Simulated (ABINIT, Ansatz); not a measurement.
# Converging GW for BiOCl (P4/nmm) in ABINIT, part 2 of 2

What does each rung of G0W0 on BiOCl (P4/nmm) cost, and what does it buy?

ABINIT 10.8.3; PBEsol and many-body steps on it, plane waves. Known limits of the many-body steps: not at the basis limit; no spin-orbit coupling; coarse k mesh.

So far. Step 3 (Screening, 4×4×2 mesh, 72 bands, screening to 76.2 eV): Local fields lower ε∞ by 11 %. On a Γ-centred mesh this coarse the value itself is usually too large, while a short band sum pulls it down. Step 4 (72 bands, 76.2 eV): The gap on the mesh goes from 2.62 eV to 3.78 eV, a correction of +1.16 eV.

### Step 6. 155 bands, 141.5 eV

This step: G0W0 on PBEsol, plane waves, norm-conserving pseudopotentials.

File run.abi:

```
acell 3*1.0 Angstrom
rprim 
  3.885510000000 0.000000000000 0.000000000000
  0.000000000000 3.885510000000 0.000000000000
  0.000000000000 0.000000000000 7.348900000000
ntypat 3
znucl 83 17 8
natom 6
typat 1 1 2 2 3 3
xred 
  0.500000000000 0.000000000000 0.329040000000
  0.000000000000 0.500000000000 0.670960000000
  0.000000000000 0.500000000000 0.147200000000
  0.500000000000 0.000000000000 0.852800000000
  0.000000000000 0.000000000000 0.500000000000
  0.500000000000 0.500000000000 0.500000000000
pp_dirpath "pseudos"
pseudos "Bi.upf, Cl.upf, O.upf"
ecut 42
ngkpt 4 4 2
nshiftk 1
shiftk 0 0 0
kptopt 1
chksymbreak 0
istwfk *1
occopt 1
irdwfk 1
optdriver 4
nband 155
gwcalctyp 0
ecutsigx 42
symsigma 1
nkptgw 3
kptgw 
  0.5000000000 0.0000000000 0.5000000000
  0.0000000000 0.0000000000 0.5000000000
  0.0000000000 0.0000000000 0.0000000000
bdgw 
  35 38
  35 38
  35 38
ecuteps 5.2
irdscr 1
ppmodel 1
indata_prefix "in"
outdata_prefix "out"
tmpdata_prefix "tmp"
```

Started as:

```sh
$ OMP_NUM_THREADS=1 mpirun -n 4 abinit run.abi > log
```

Numbers of over 12 decimals in the logs are rounded to 6 here.

What it wrote:

```text
.Version 10.8.3 of ABINIT. v10.8.2 released Aug 2026.

 Symmetries : space group P4/n m m (#129); Bravais tP (primitive tetrag.)
[... echo of the input left out ...]
== DATASET  1 ==================================================================
-   mpi_nproc: 4, omp_nthreads: 1 (-1 if OMP is not activated)

--- !DatasetInfo
iteration_state: {dtset: 1, }
dimensions: {natom: 6, nkpt: 12, mband: 155, nsppol: 1, nspinor: 1, nspden: 1, mpw: 9764, }
cutoff_energies: {ecut:  42.0, pawecutdg:  -1.0, }
electrons: {nelect:   7.20000000E+01, charge:   0.00000000E+00, occopt:   1.00000000E+00, tsmear:   1.00000000E-02, }

 SIGMA: Calculation of the GW corrections

 Based on a program developped by R.W. Godby, V. Olevano, G. Onida, and L. Reining.
 Incorporated in ABINIT by V. Olevano, G.-M. Rignanese, and M. Torrent.
.Using double precision arithmetic ; gwpc =  8

[... cell and pseudopotentials left out ...]
--------------------------------------------------------------------------------

 ==== K-mesh for the wavefunctions ====
 Number of points in the irreducible wedge :    12
[... list of points left out ...]
 Together with 16 symmetry operations and time-reversal symmetry
 yields    32 points in the full Brillouin Zone.

 ==== Q-mesh for screening function ====
 Number of points in the irreducible wedge :    12
[... list of points left out ...]
 Together with 16 symmetry operations and time-reversal symmetry
 yields    32 points in the full Brillouin Zone.

 vcoul_init : cutoff-mode = AUXILIARY_FUNCTION
 q-points for optical limit:   1
     1)      0.000010    0.000020    0.000030
 setmesh: FFT mesh size selected  =    48x   48x   90
          total number of points  =       207360

 Number of electrons calculated from density =   72.0000; Expected =   72.0000
[...]
number of plane-waves for wavefunctions          9725
 number of bands                                   155
 number of q-points in IBZ                          12
 number of frequencies                               2
 number of real frequencies                          1
 number of imag frequencies                          1

 matrix elements of self-energy operator (all in [eV])

 Perturbative Calculation

--- !SelfEnergy_ee
iteration_state: {dtset: 1, }
kpoint     : [   0.500,    0.000,    0.500, ]
spin       : 1
KS_gap     :    4.426
QP_gap     :    5.740
Delta_QP_KS:    1.315
data: !SigmaeeData |
     Band     E0 <VxcDFT>   SigX SigC(E0)      Z dSigC/dE  Sig(E)    E-E0       E
       35   5.725 -16.351 -19.782   2.915   0.793  -0.260 -16.760  -0.409   5.316
       36   5.725 -16.351 -19.782   2.915   0.793  -0.260 -16.760  -0.409   5.316
       37  10.150 -13.502  -9.296  -3.106   0.823  -0.216 -12.597   0.905  11.056
[...]
--- !SelfEnergy_ee
iteration_state: {dtset: 1, }
kpoint     : [   0.000,    0.000,    0.500, ]
spin       : 1
KS_gap     :    2.927
QP_gap     :    4.494
Delta_QP_KS:    1.567
data: !SigmaeeData |
     Band     E0 <VxcDFT>   SigX SigC(E0)      Z dSigC/dE  Sig(E)    E-E0       E
[...]
--- !SelfEnergy_ee
iteration_state: {dtset: 1, }
kpoint     : [   0.000,    0.000,    0.000, ]
spin       : 1
KS_gap     :    3.823
QP_gap     :    4.893
Delta_QP_KS:    1.070
data: !SigmaeeData |
     Band     E0 <VxcDFT>   SigX SigC(E0)      Z dSigC/dE  Sig(E)    E-E0       E
[...]
37   8.851 -13.262  -9.141  -3.133   0.831  -0.204 -12.441   0.821   9.672
       38   9.553 -13.220  -9.111  -3.094   0.828  -0.208 -12.380   0.840  10.393

== END DATASET(S) ==============================================================
================================================================================

 -outvars: echo values of variables after computation  --------
           etotal      0.0000000000E+00
            nband         155
             nkpt          12
          spgroup         129
 [... the other variables as echoed above ...]

 Calculation completed.
```

It took 45 s on 4 MPI ranks of AMD EPYC 9R45, shared host; peak memory 2.9 GiB; 3 min of CPU time.

Numbers from this step:

```
G0W0 gap on the points computed              : 3.773 eV
starting gap on the mesh                     : 2.623 eV
k of the valence top                         : 0.5, 0, 0.5
k of the conduction bottom                   : 0, 0, 0.5
Z at the valence top                         : 0.793
Z at the conduction bottom                   : 0.834
least direct G0W0 gap on the computed points : 3.784 eV
```

Against G0W0 in ABINIT (4×4×2 mesh, 72 bands, screening to 76.2 eV, Godby-Needs plasmon pole), the gap moves by −0.006 eV.

### Step 7. Screening, 4×4×2 mesh, 328 bands, screening to 217.7 eV

This step: RPA screening on PBEsol, plane waves, norm-conserving pseudopotentials.

Changes to run.abi since step 6:

```diff
@@ -27,19 +27,8 @@
 irdwfk 1
-optdriver 4
-nband 155
-gwcalctyp 0
-ecutsigx 42
-symsigma 1
-nkptgw 3
-kptgw 
-  0.5000000000 0.0000000000 0.5000000000
-  0.0000000000 0.0000000000 0.5000000000
-  0.0000000000 0.0000000000 0.0000000000
-bdgw 
-  35 38
-  35 38
-  35 38
-ecuteps 5.2
-irdscr 1
-ppmodel 1
+optdriver 3
+nband 328
+ecuteps 8
+inclvkb 2
+awtr 1
+symchi 1
 indata_prefix "in"
```

What it wrote:

```text
.Version 10.8.3 of ABINIT. v10.8.2 released Aug 2026.

 Symmetries : space group P4/n m m (#129); Bravais tP (primitive tetrag.)
[... echo of the input left out ...]
== DATASET  1 ==================================================================
-   mpi_nproc: 4, omp_nthreads: 1 (-1 if OMP is not activated)

--- !DatasetInfo
iteration_state: {dtset: 1, }
dimensions: {natom: 6, nkpt: 12, mband: 328, nsppol: 1, nspinor: 1, nspden: 1, mpw: 9764, }
cutoff_energies: {ecut:  42.0, pawecutdg:  -1.0, }
[...]
--------------------------------------------------------------------------------
[... chi0 elements left out ...]
 For q-point:  0.000010 0.000020 0.000030
  dielectric constant =   6.0123
  dielectric constant without local fields =   6.9146

  Average fulfillment of the sum rule on Im[epsilon] for q-point    1 :     80.00  [%]
[... wings left out ...]
  q-point number  2        q = ( 0.250000, 0.000000, 0.000000) [r.l.u.]
--------------------------------------------------------------------------------
[... chi0 elements left out ...]
  Average fulfillment of the sum rule on Im[epsilon] for q-point    2 :     84.98  [%]

 [... 10 further q-points ...]
```

Run time: 29 min. Hardware: 4 MPI ranks; peak memory 6.3 GiB; 1.9 h of CPU time.

Numbers from this step:

| Item | Value |
| --- | --- |
| ε∞ with local fields, on this mesh, along the program's q direction | 6.012 |
| the same without local fields | 6.915 |
| plasma frequency | 29.91 eV |
| plane waves in the screening matrix | 813 |

### Step 8. 328 bands, 217.7 eV

This step: G0W0 on PBEsol, plane waves, norm-conserving pseudopotentials.

Changes to run.abi since step 7:

```diff
@@ -27,8 +27,19 @@
 irdwfk 1
-optdriver 3
+optdriver 4
 nband 328
+gwcalctyp 0
+ecutsigx 42
+symsigma 1
+nkptgw 3
+kptgw 
+  0.5000000000 0.0000000000 0.5000000000
+  0.0000000000 0.0000000000 0.5000000000
+  0.0000000000 0.0000000000 0.0000000000
+bdgw 
+  35 38
+  35 38
+  35 38
 ecuteps 8
-inclvkb 2
-awtr 1
-symchi 1
+irdscr 1
+ppmodel 1
 indata_prefix "in"
```

What it wrote:

```text
.Version 10.8.3 of ABINIT. v10.8.2 released Aug 2026.

 Symmetries : space group P4/n m m (#129); Bravais tP (primitive tetrag.)
[... echo of the input left out ...]
== DATASET  1 ==================================================================
-   mpi_nproc: 4, omp_nthreads: 1 (-1 if OMP is not activated)

--- !DatasetInfo
iteration_state: {dtset: 1, }
dimensions: {natom: 6, nkpt: 12, mband: 328, nsppol: 1, nspinor: 1, nspden: 1, mpw: 9764, }
cutoff_energies: {ecut:  42.0, pawecutdg:  -1.0, }
[...]
Band     E0 <VxcDFT>   SigX SigC(E0)      Z dSigC/dE  Sig(E)    E-E0       E
[...]
37   8.851 -13.262  -9.141  -3.493   0.828  -0.208 -12.743   0.519   9.370
       38   9.553 -13.220  -9.111  -3.490   0.825  -0.211 -12.709   0.511  10.064

== END DATASET(S) ==============================================================
================================================================================

 -outvars: echo values of variables after computation  --------
           etotal      0.0000000000E+00
            nband         328
             nkpt          12
          spgroup         129
 [... the other variables as echoed above ...]

 Calculation completed.
```

It took 5.5 min on 4 MPI ranks; peak memory 6.7 GiB; 22 min of CPU time.

Numbers from this step:

```
G0W0 gap on the points computed              : 3.812 eV
starting gap on the mesh                     : 2.623 eV
k of the valence top                         : 0, 0, 0.5
k of the conduction bottom                   : 0, 0, 0.5
least direct G0W0 gap on the computed points : 3.812 eV
```

Against G0W0 in ABINIT (4×4×2 mesh, 155 bands, screening to 141.5 eV, Godby-Needs plasmon pole), the gap moves by +0.039 eV.

### Step 9. The runs together

Times are wall times on 4 MPI ranks of AMD EPYC 9R45, shared host, good to a factor of about two. A run's time includes the screening step that it read.

```csv
run,mesh,bands,screening cutoff (eV),DFT gap (eV),gap on the mesh (eV),direct (eV),ε∞ used,time
"72 bands, 76.2 eV",4×4×2,72,76.2,2.623,3.779,3.932,6.04,59 s
"155 bands, 141.5 eV",4×4×2,155,141.5,2.623,3.773,3.784,6.03,3.6 min
"328 bands, 217.7 eV",4×4×2,328,217.7,2.623,3.812,3.812,6.01,34 min
```

### Step 10. Summary of results

| Item | Value |
| --- | --- |
| 72 bands, 76.2 eV | 3.779 eV |
| 155 bands, 141.5 eV | 3.773 eV |
| 328 bands, 217.7 eV | 3.812 eV |
| known limits | not at the basis limit; no spin-orbit coupling; coarse k mesh |

**Reading.** From the first rung to the last the gap moves by +0.03 eV for 35 times the time. The gap turns back along the series, so no limit is drawn from it. In the G0W0 runs levels were corrected at 3 k points alone, so a gap called «on the mesh» is the least over those, and an edge elsewhere would be missed. A denser mesh or path gives a starting gap of 2.55 eV: the GW mesh misses a band edge, so its gaps are not the fundamental one. The 4×4×2 mesh is coarse for this cell, which bears on the long-range parts of exchange and screening. Where an edge is built on 6p states of lead, bismuth or thallium, scalar-relativistic gaps usually stand too wide, by a few tenths to over one eV. The many-body steps are scalar-relativistic: spin-orbit coupling is not in them.

[Paths, hosts, dates, memory and timing lines, banners, echoed tables and standing remarks are left out of the program output.]

[Logs are printed without paths, hosts, clocks, repeated set-up lines and the standing remarks that a program may print on its own settings, such as how far it seeks lower states.]

[Runs of the session that timed out or met a known fault of the program may be left out.]

[Hosts, paths, dates, database ids (printed as entryN), source tags and the programs' standing remarks are cut or masked in the printed files.]

[G0W0 gaps are taken among the corrected bands and points alone; a level outside them can change the order at an edge.]

[Where Ansatz stands beside ABINIT at settings called matched, ABINIT's density can come from a denser mesh and the files from another edition; pairs whose starting gaps differed by over 0.03 eV were left out, so agreement reads better than it is.]
